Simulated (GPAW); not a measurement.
**SrO: optical spectrum from first principles**

Wanted: where SrO starts to absorb, how strongly, and its refractive index. The cell comes from an older database entry, whose edges can differ from later determinations, mostly by under a per cent.

Method: DFT, PBE, plane-wave PAW (GPAW data sets), scalar-relativistic, RPA, optical limit, in GPAW 26.7.0.

The database entry behind the starting cell differs from later determinations by our own check (about 0.5 % short), so it need not match the best structure at ambient conditions.

### Step 1. The starting structure

It takes space group Fm-3m (No. 225, cubic). Conventional cell: a = 5.133 Å, b = 5.133 Å, c = 5.133 Å, α = 90.00°, β = 90.00°, γ = 90.00°. Nearest to Sr lie 6 O at 2.57 Å. Nearest to O lie 6 Sr at 2.57 Å. Farther neighbours and most contacts between anions are not listed.

Structure file:

```
Sr O
1.0
     0.00000    2.56630    2.56630
     2.56630    0.00000    2.56630
     2.56630    2.56630    0.00000
Sr O
1 1
Direct
  0.50000 0.50000 0.50000
  0.00000 0.00000 0.00000
```

### Step 2. Ground state

First the ground state: is it a metal or has it a gap?

This step: DFT, PBE, plane-wave PAW (GPAW data sets), scalar-relativistic, ground state (GPAW 26.7.0).

The input, gs.py:

```python
from ase import Atoms
from ase.dft.bandgap import bandgap
from gpaw import GPAW, PW, FermiDirac

atoms = Atoms(['Sr', 'O'],
              cell=[[0.000000000000, 2.566300000000, 2.566300000000],
                    [2.566300000000, 0.000000000000, 2.566300000000],
                    [2.566300000000, 2.566300000000, 0.000000000000]],
              scaled_positions=[[0.500000000000, 0.500000000000, 0.500000000000],
                                [0.000000000000, 0.000000000000, 0.000000000000]],
              pbc=[True, True, True])
atoms.calc = GPAW(mode=PW(500), xc='PBE', kpts={'size': (8, 8, 8), 'gamma': True},
                  occupations=FermiDirac(0.05), maxiter=150, txt='gs.txt')
print('energy (eV)', atoms.get_potential_energy())
print('Fermi level (eV)', atoms.calc.get_fermi_level())
print('valence electrons', atoms.calc.get_number_of_electrons())
print('gap (eV)', bandgap(atoms.calc, output=None)[0])
print('direct gap (eV)', bandgap(atoms.calc, direct=True, output=None)[0])
atoms.calc.write('gs.gpw')
```

Run with:

```sh
> OMP_NUM_THREADS=1 python gs.py
```

Numbers of over 12 decimals in the logs are rounded to 6 here.

The log of the run:

```text
__  _  _
 | _ |_)|_||  |
 |__||  | ||/\| - 26.7.0

Versions:
  Python: 3.12.14
  ASE:    3.29.0
  Numpy:  2.5.5
  Scipy:  1.18.1
  Libxc:  7.0.0

Input parameters:
  mode=PW(ecut=500.0),
  kpts=MonkhorstPack(size=(8, 8, 8), gamma=True),
  maxiter=150,
  occupations=Occupations(name='fermi-dirac', width=0.05, fixmagmom=False),
  xc=XC(name='PBE')

Diagonalizing LCAO Hamiltonian
Converting LCAO to pw mode

               Sr

       O

Atoms  # Å, Bohr magnetons
|   | symbol |        x |        y |        z |    initial magnetic moments |
| 0 |     Sr | 2.566300 | 2.566300 | 2.566300 | ( 0.0000,  0.0000,  0.0000) |
| 1 |      O | 0.000000 | 0.000000 | 0.000000 | ( 0.0000,  0.0000,  0.0000) |

Unit cell  # Å
| periodic |        x |        y |        z |  lengths |    angles |
|      yes | 0.000000 | 2.566300 | 2.566300 | 3.629296 | 60.000000 |
|      yes | 2.566300 | 0.000000 | 2.566300 | 3.629296 | 60.000000 |
|      yes | 2.566300 | 2.566300 | 0.000000 | 3.629296 | 60.000000 |

Number of symmetries: 48
Symmetry operations  # r_c * U_cc + t_c -> r_c
|    | kind |            matrix            |
|  0 |  σ   |  1, 0, 0,  1, 0,-1,  1,-1, 0 |
|  1 |  C2  |  1, 0, 0,  1,-1, 0,  1, 0,-1 |
|  2 |  E   |  1, 0, 0,  0, 1, 0,  0, 0, 1 |
|  3 |  σ   |  1, 0, 0,  0, 0, 1,  0, 1, 0 |
|  4 |  C4  |  1, 0,-1,  1, 0, 0,  1,-1, 0 |
|  5 |  S6  |  1, 0,-1,  1,-1, 0,  1, 0, 0 |
|  6 |  σ   |  1, 0,-1,  0, 1,-1,  0, 0,-1 |
|  7 |  C3  |  1, 0,-1,  0, 0,-1,  0, 1,-1 |
|  8 |  S6  |  1,-1, 0,  1, 0, 0,  1, 0,-1 |
|  9 |  C4  |  1,-1, 0,  1, 0,-1,  1, 0, 0 |
| 10 |  C3  |  1,-1, 0,  0,-1, 1,  0,-1, 0 |
| 11 |  σ   |  1,-1, 0,  0,-1, 0,  0,-1, 1 |
| 12 |  σ   |  0, 1, 0,  1, 0, 0,  0, 0, 1 |
| 13 |  C4  |  0, 1, 0,  0, 1,-1, -1, 1, 0 |
| 14 |  C3  |  0, 1, 0,  0, 0, 1,  1, 0, 0 |
| 15 |  S6  |  0, 1, 0, -1, 1, 0,  0, 1,-1 |
| 16 |  C2  |  0, 1,-1,  1, 0,-1,  0, 0,-1 |
| 17 |  σ   |  0, 1,-1,  0, 1, 0, -1, 1, 0 |
| 18 |  S4  |  0, 1,-1,  0, 0,-1,  1, 0,-1 |
| 19 |  C4  |  0, 1,-1, -1, 1, 0,  0, 1, 0 |
| 20 |  C3  |  0, 0, 1,  1, 0, 0,  0, 1, 0 |
| 21 |  σ   |  0, 0, 1,  0, 1, 0,  1, 0, 0 |
| 22 |  S6  |  0, 0, 1,  0,-1, 1, -1, 0, 1 |
| 23 |  C4  |  0, 0, 1, -1, 0, 1,  0,-1, 1 |
| 24 |  S4  |  0, 0,-1,  1, 0,-1,  0, 1,-1 |
| 25 |  C3  |  0, 0,-1,  0, 1,-1,  1, 0,-1 |
| 26 |  C2  |  0, 0,-1,  0,-1, 0, -1, 0, 0 |
| 27 |  S6  |  0, 0,-1, -1, 0, 0,  0,-1, 0 |
| 28 |  S4  |  0,-1, 1,  1,-1, 0,  0,-1, 0 |
| 29 |  C4  |  0,-1, 1,  0, 0, 1, -1, 0, 1 |
| 30 |  C2  |  0,-1, 1,  0,-1, 0,  1,-1, 0 |
| 31 |  σ   |  0,-1, 1, -1, 0, 1,  0, 0, 1 |
| 32 |  C3  |  0,-1, 0,  1,-1, 0,  0,-1, 1 |
| 33 |  S6  |  0,-1, 0,  0, 0,-1, -1, 0, 0 |
| 34 |  S4  |  0,-1, 0,  0,-1, 1,  1,-1, 0 |
| 35 |  C2  |  0,-1, 0, -1, 0, 0,  0, 0,-1 |
| 36 |  C2  | -1, 1, 0,  0, 1, 0,  0, 1,-1 |
| 37 |  S6  | -1, 1, 0,  0, 1,-1,  0, 1, 0 |
| 38 |  S4  | -1, 1, 0, -1, 0, 1, -1, 0, 0 |
| 39 |  C3  | -1, 1, 0, -1, 0, 0, -1, 0, 1 |
| 40 |  S6  | -1, 0, 1,  0, 0, 1,  0,-1, 1 |
| 41 |  C2  | -1, 0, 1,  0,-1, 1,  0, 0, 1 |
| 42 |  C3  | -1, 0, 1, -1, 1, 0, -1, 0, 0 |
| 43 |  S4  | -1, 0, 1, -1, 0, 0, -1, 1, 0 |
| 44 |  C2  | -1, 0, 0,  0, 0,-1,  0,-1, 0 |
| 45 |  i   | -1, 0, 0,  0,-1, 0,  0, 0,-1 |
| 46 |  σ   | -1, 0, 0, -1, 1, 0, -1, 0, 1 |
| 47 |  C2  | -1, 0, 0, -1, 0, 1, -1, 1, 0 |

BZ-sampling:
  Number of BZ points: 512
  Number of IBZ points: 29

  Monkhorst-Pack size: [8, 8, 8]
  Monkhorst-Pack shift: [0.0625, 0.0625, 0.0625]

K-points  # in reciprocal-cell coordinates
|     |                                coordinates |     weight |
|   0 | (  0.00000000,   0.00000000,   0.00000000) | 0.00195312 |
|   1 | (  0.12500000,   0.12500000,   0.00000000) | 0.01171875 |
|   2 | (  0.12500000,   0.12500000,   0.12500000) | 0.01562500 |
|   3 | (  0.25000000,   0.12500000,   0.12500000) | 0.02343750 |
|   4 | (  0.25000000,   0.25000000,   0.00000000) | 0.01171875 |
|   5 | (  0.25000000,   0.25000000,   0.12500000) | 0.04687500 |
|   6 | (  0.25000000,   0.25000000,   0.25000000) | 0.01562500 |
|   7 | (  0.37500000,   0.25000000,  -0.37500000) | 0.04687500 |
|   8 | (  0.37500000,   0.25000000,   0.12500000) | 0.04687500 |
|   9 | (  0.37500000,   0.25000000,   0.25000000) | 0.04687500 |
| ... |                                            |            |
|  28 | (  0.50000000,   0.50000000,   0.50000000) | 0.00781250 |

Plane wave coefficients: 881
Cutoff: 500.0 eV

Spin-components: 1 (collinear spins)
Bands:           9
Projectors:      10
Spin-degeneracy: 2
Datatype:        complex128

Parallelization:
  kpt:    1
  domain: 1
  band:   1

Density:
  Valence electrons: 16.0
  Components: 1
  Grid points: [20 20 20]
  Charge: 0.0  # |e|

Potential:
  Grid points: [20 20 20]

species:
  Sr:
    name:    Strontium
    id:
    Z:       38.0
    valence: 10
    core:    28
    charge:  0.0  # [|e|]
    compensation charges:
      type: gauss
      rc: 0.40  # [Å]
      lmax: 2
    cutoffs:
      filter: 2.39  # [Å]
      core: 1.85  # [Å]
    projectors
    | kind |    occ | energy [eV] | rcut [Å] |
    |   4s |  2.000 |     -40.883 |    1.291 |
    |   5s |  2.000 |      -3.525 |    1.291 |
    |   4p |  6.000 |     -22.826 |    1.291 |
    |    p |        |       4.386 |    1.291 |
    |    d |        |       0.000 |    1.254 |

    Using partial waves for Sr as LCAO basis

  O:
    name:    Oxygen
    id:
    Z:       8.0
    valence: 6
    core:    2
    charge:  0.0  # [|e|]
    compensation charges:
      type: gauss
      rc: 0.21  # [Å]
      lmax: 2
    cutoffs:
      filter: 1.17  # [Å]
      core: 0.83  # [Å]
    projectors
    | kind |    occ | energy [eV] | rcut [Å] |
    |   2s |  2.000 |     -23.961 |    0.688 |
    |   2p |  4.000 |      -9.029 |    0.598 |
    |    s |        |       3.251 |    0.688 |
    |    p |        |      18.182 |    0.598 |
    |    d |        |       0.000 |    0.619 |

    Using partial waves for O as LCAO basis

Reference energy: -88537.622309  # eV

eigensolver:
  PPCG
  Converge bands: occupied
  niter=2

density mixing:
  MSR1-Mixer
  Pratt-step length: 0.05
  Maximum mixing coefficient: 0.75
  Old densities: 10
  SVD Regularization: 0.005
  Good broyden scale: 1.0
  Trust region scale: 1.0
  Backstep threshold: 4.0
  History deletion threshold: 6.0
  Fourier metric: weight=20.0, sigma=0.015

occupation numbers:
  Fermi-Dirac:
    width: 0.0500  # eV

poisson solver:
  ecut: 4000.0  # eV

xc functional:
  name: PBE with 2 nearest neighbor stencil

convergence criteria:
- Maximum [total energy] change in last 3 cyles: 0.0005 eV / valence electron
- Maximum integral of absolute [dens]ity change: 0.0001 electrons / valence electron
- Maximum integral of absolute [eigenst]ate change: 4e-08 eV^2 / valence electron
maximum number of iterations: 150

SCF iterations
|iter     |      energy | eigst |  dens |
|iter:   1||  -13.321765 | +0.18 |       |
|iter:   2||  -12.865653 | -1.35 | -0.92 |
|iter:   3||  -11.854429 | -0.44 | -0.98 |
|iter:   4||  -11.854576 | -1.90 | -1.43 |
|iter:   5||  -11.864244 | -2.96 | -1.67 |
|iter:   6||  -11.865121 | -3.66 | -2.49 |
|iter:   7||  -11.865142c| -5.04 | -3.12 |
|iter:   8||  -11.865147c| -5.75 | -3.67 |
|iter:   9||  -11.865147c| -6.67 | -4.35c|
|iter:  10||  -11.865147c| -7.62c| -5.12c|

Converged in 10 steps
SCF loop duration: 3.199 s (0.320 s/step)
Energy contributions relative to reference atoms: (reference = -88537.622309)

Energy contributions:
  Kinetic:          13.916754
  Coulomb:         -10.563656
  Zero:             -0.297279
  External:          0.000000
  Xc:              -14.920966
  Entropy:          -0.000000
  Spinorbit:         0.000000
  ----------------------------
  Free energy:     -11.865147
  Extrapolated:    -11.865147

dipole moment: (-14.455467, -14.455467, -14.455467)  # |e|*Ang

Fermi level: 6.178
Eigenvalues  # (at kpt = [0.000, 0.000, 0.000])
| band index |      eig [eV] | occ [0-2] |
|          0 |       -27.097 |     2.000 |
|          1 |        -9.946 |     2.000 |
|          2 |        -8.753 |     2.000 |
|          3 |        -8.753 |     2.000 |
|          4 |        -8.753 |     2.000 |
|          5 |         5.152 |     2.000 |
|          6 |         5.152 |     2.000 |
|          7 |         5.152 |     2.000 |
|          8 |         9.197 |     0.000 |

Gap: 3.362 eV
Transition (v -> c):
  (s=0, k=0, n=7, [0.00, 0.00, 0.00]) -> (s=0, k=24, n=8, [0.50, 0.50, 0.00])
Direct/indirect transitions are different
Direct gap: 3.424 eV
Transition at: (s=0, k=24, n=7, [0.50, 0.50, 0.00])

--- standard output ---
energy (eV) -11.865147
Fermi level (eV) 6.178363
valence electrons 16.0
gap (eV) 3.361679
direct gap (eV) 3.424002
```

The job ended after 4.5 s (1 thread of Arm Neoverse V2, shared host; peak memory 0.13 GiB).

This step gave:

| Property | Result |
| --- | --- |
| energy | -11.87 eV |
| Fermi energy | 6.178 eV |
| gap on the k-mesh | 3.362 eV |
| direct gap on the mesh | 3.424 eV |
| electrons | 16 |

There is a gap, 3.36 eV on this mesh (points off the mesh can give less), so no carriers' term is needed.

### Step 3. Bands for the response

At the fixed density, many empty bands are solved on the mesh of the response, since the spectrum sums over them.

This step: DFT, PBE, plane-wave PAW (GPAW data sets), scalar-relativistic, bands at fixed density (GPAW 26.7.0).

The input, nscf.py:

```python
from ase.dft.bandgap import bandgap
from gpaw import GPAW, FermiDirac

calc = GPAW('gs.gpw').fixed_density(kpts={'size': (12, 12, 12), 'gamma': True}, nbands=33, convergence={'bands': 27},
                                    occupations=FermiDirac(0.001), txt='nscf.txt')
print('gap (eV)', bandgap(calc, output=None)[0])
print('direct gap (eV)', bandgap(calc, direct=True, output=None)[0])
print('top band over the Fermi level (eV)', min(calc.get_eigenvalues(kpt=k)[26] for k in range(len(calc.get_ibz_k_points()))) - calc.get_fermi_level())
calc.write('full.gpw', mode='all')
```

Run with:

```sh
> OMP_NUM_THREADS=1 python nscf.py
```

The log of the run:

```text
Diagonalizing LCAO Hamiltonian
Converting LCAO to pw mode
convergence criteria:
- Maximum integral of absolute [eigenst]ate change: 4e-08 eV^2 / valence electron
maximum number of iterations: 150

SCF iterations
|iter     |      energy | eigst |  dens |
|iter:   1||             | +3.40 |       |
|iter:   2||             | +1.62 |       |
|iter:   3||             | -0.59 |       |
|iter:   4||             | -2.05 |       |
|iter:   5||             | -3.73 |       |
|iter:   6||             | -4.92 |       |
|iter:   7||             | -6.41 |       |
|iter:   8||             | -7.43c|       |
SCF steps: 8
  __  _  _
 | _ |_)|_||  |
 |__||  | ||/\| - 26.7.0

Versions:
  Python: 3.12.14
  ASE:    3.29.0
  Numpy:  2.5.5
  Scipy:  1.18.1
  Libxc:  7.0.0

Input parameters:
  mode=PW(ecut=500.0),
  convergence={'bands': 27},
  gpts=array([20, 20, 20]),
  kpts=MonkhorstPack(size=(12, 12, 12), gamma=True),
  maxiter=150,
  nbands=33,
  occupations=Occupations(name='fermi-dirac', width=0.001, fixmagmom=False),
  parallel={},
  xc=XC(name='PBE')

--- standard output ---
gap (eV) 3.361666
direct gap (eV) 3.423989
top band over the Fermi level (eV) 29.032681
```

It took 23 s on 1 thread; peak memory 0.18 GiB.

(Part 1 of 2 ends here.)

[Machine, clock and banner lines and Python warnings are left out of the logs.]

[Logs are printed without paths, hosts, clocks, repeated set-up lines and the standing remarks that a program may print on its own settings, such as how far it seeks lower states.]

[Hosts, paths, dates, database ids (printed as entryN), source tags and the programs' standing remarks are cut or masked in the printed files.]
